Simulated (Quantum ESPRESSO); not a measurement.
Consider Dy2C (R-3m).

```
CELL_PARAMETERS angstrom
1.79589 1.03686 6.11639
-1.79589 1.03686 6.11639
0.00000 -2.07371 6.11639
ATOMIC_POSITIONS crystal
Dy 0.73971 0.73971 0.73971
Dy 0.26029 0.26029 0.26029
C 0.00000 0.00000 0.00000
```

Absorber: atom 3, with 6 Dy at 2.47 Å (octahedral, site symmetry -3m). Method: Quantum ESPRESSO XSpectra, LDA, excited-electron core hole (neutral cell), 9-atom cell with 6.2 Å between holes, 6×6×5 k points, dipole transitions, Lorentzian half width 0.3 eV up to 4 eV, rising linearly to 2.5 eV at 25 eV, without spin-orbit coupling.

**Question.** What does the C K edge look like?

Main maxima up to 24 eV above the zero (height): 4.8 eV (1.82), 6.8 eV (1.81), 11.2 eV (1.08) and 23.0 eV (0.72). A K edge sees empty p states on the absorber. The total-energy difference is 284.64 eV. One term is added: -6.67 eV, since the hole is spin-paired here and a spin-polarised one costs that much less in the free atom (computed apart). The photon energy is then 277.97 eV. The functional leaves an error in such absolute values: in the free atom LDA prices this hole 2.9 eV below PBE (computed apart), and PBE is itself good to a few eV.

The C K spectrum (energy from the energy zero of the input (xe0, at the border of filled and empty states); intensity scaled to a mean of 1 over the first 20 eV; the points at xe0, where the cut of filled states can leave a spike, are interpolated; polarised curves are means over the symmetry-equivalent atoms):

| E (eV) | isotropic | ε ⊥ c | ε ∥ c |
| --- | --- | --- | --- |
| -2.0 | 0.04 | 0.04 | 0.04 |
| -1.5 | 0.05 | 0.05 | 0.06 |
| -1.0 | 0.07 | 0.06 | 0.08 |
| -0.5 | 0.11 | 0.10 | 0.12 |
| 0.0 | 0.26 | 0.24 | 0.30 |
| 0.5 | 0.39 | 0.33 | 0.51 |
| 1.0 | 0.60 | 0.50 | 0.81 |
| 1.5 | 0.61 | 0.45 | 0.93 |
| 2.0 | 0.77 | 0.66 | 0.99 |
| 2.5 | 1.14 | 1.06 | 1.29 |
| 3.0 | 1.47 | 1.48 | 1.45 |
| 3.5 | 1.72 | 1.87 | 1.41 |
| 4.0 | 1.73 | 1.72 | 1.76 |
| 4.5 | 1.81 | 1.69 | 2.05 |
| 5.0 | 1.79 | 1.83 | 1.71 |
| 5.5 | 1.63 | 1.68 | 1.54 |
| 6.0 | 1.62 | 1.64 | 1.59 |
| 6.5 | 1.73 | 1.75 | 1.68 |
| 7.0 | 1.78 | 1.80 | 1.75 |
| 7.5 | 1.46 | 1.39 | 1.58 |
| 8.0 | 1.07 | 1.00 | 1.21 |
| 8.5 | 0.85 | 0.83 | 0.90 |
| 9.0 | 0.76 | 0.77 | 0.75 |
| 9.5 | 0.76 | 0.78 | 0.71 |
| 10.0 | 0.86 | 0.90 | 0.79 |
| 10.5 | 1.00 | 1.06 | 0.89 |
| 11.0 | 1.07 | 1.14 | 0.93 |
| 11.5 | 1.06 | 1.14 | 0.90 |
| 12.0 | 1.03 | 1.10 | 0.87 |
| 12.5 | 0.99 | 1.04 | 0.87 |
| 13.0 | 0.93 | 0.96 | 0.89 |
| 13.5 | 0.87 | 0.86 | 0.89 |
| 14.0 | 0.79 | 0.77 | 0.84 |
| 14.5 | 0.72 | 0.70 | 0.76 |
| 15.0 | 0.68 | 0.66 | 0.71 |
| 15.5 | 0.67 | 0.65 | 0.70 |
| 16.0 | 0.67 | 0.66 | 0.71 |
| 16.5 | 0.68 | 0.66 | 0.73 |
| 17.0 | 0.68 | 0.65 | 0.74 |
| 17.5 | 0.67 | 0.63 | 0.74 |
| 18.0 | 0.65 | 0.61 | 0.72 |
| 18.5 | 0.63 | 0.60 | 0.70 |
| 19.0 | 0.63 | 0.60 | 0.68 |
| 19.5 | 0.62 | 0.60 | 0.66 |
| 20.0 | 0.63 | 0.62 | 0.65 |
| 20.5 | 0.64 | 0.64 | 0.64 |
| 21.0 | 0.66 | 0.66 | 0.64 |
| 21.5 | 0.68 | 0.70 | 0.64 |
| 22.0 | 0.70 | 0.72 | 0.65 |
| 22.5 | 0.71 | 0.74 | 0.67 |
| 23.0 | 0.72 | 0.74 | 0.68 |
| 23.5 | 0.71 | 0.72 | 0.68 |
| 24.0 | 0.70 | 0.71 | 0.68 |
| 24.5 | 0.68 | 0.69 | 0.67 |
| 25.0 | 0.67 | 0.67 | 0.66 |
| 25.5 | 0.65 | 0.65 | 0.64 |
| 26.0 | 0.63 | 0.64 | 0.62 |
| 26.5 | 0.62 | 0.62 | 0.61 |
| 27.0 | 0.61 | 0.62 | 0.60 |
| 27.5 | 0.61 | 0.61 | 0.59 |
| 28.0 | 0.61 | 0.61 | 0.59 |
| 28.5 | 0.61 | 0.61 | 0.59 |
| 29.0 | 0.61 | 0.61 | 0.60 |
| 29.5 | 0.60 | 0.61 | 0.60 |
| 30.0 | 0.60 | 0.60 | 0.59 |
| 30.5 | 0.59 | 0.59 | 0.59 |
| 31.0 | 0.58 | 0.58 | 0.58 |
| 31.5 | 0.56 | 0.56 | 0.56 |
| 32.0 | 0.55 | 0.55 | 0.55 |

The run has no spin polarisation, although Dy can carry a moment. Lanthanide 4f electrons are frozen in the core. The holes are only 6.2 Å apart, so the shape is probably not converged with cell size; no larger cell was run here. The structure is a computed Materials Project entry and may be a hypothetical form.

[Banner, clock and machine lines of the logs are left out without a mark of their own.]

[Logs are printed without paths, hosts, clocks, repeated set-up lines and the standing remarks that a program may print on its own settings, such as how far it seeks lower states.]

[Hosts, paths, dates, database ids (printed as entryN), source tags and the programs' standing remarks are cut or masked in the printed files.]

[Lists of maxima count a maximum above −3 eV only where it reaches 4 % of the highest in the window and stands out from its surroundings by 2 % of it (1.5 % where it reaches 55 %); shoulders and weaker maxima are passed over, and of the rest the first, up to two pre-edge ones and the few strongest are named.]
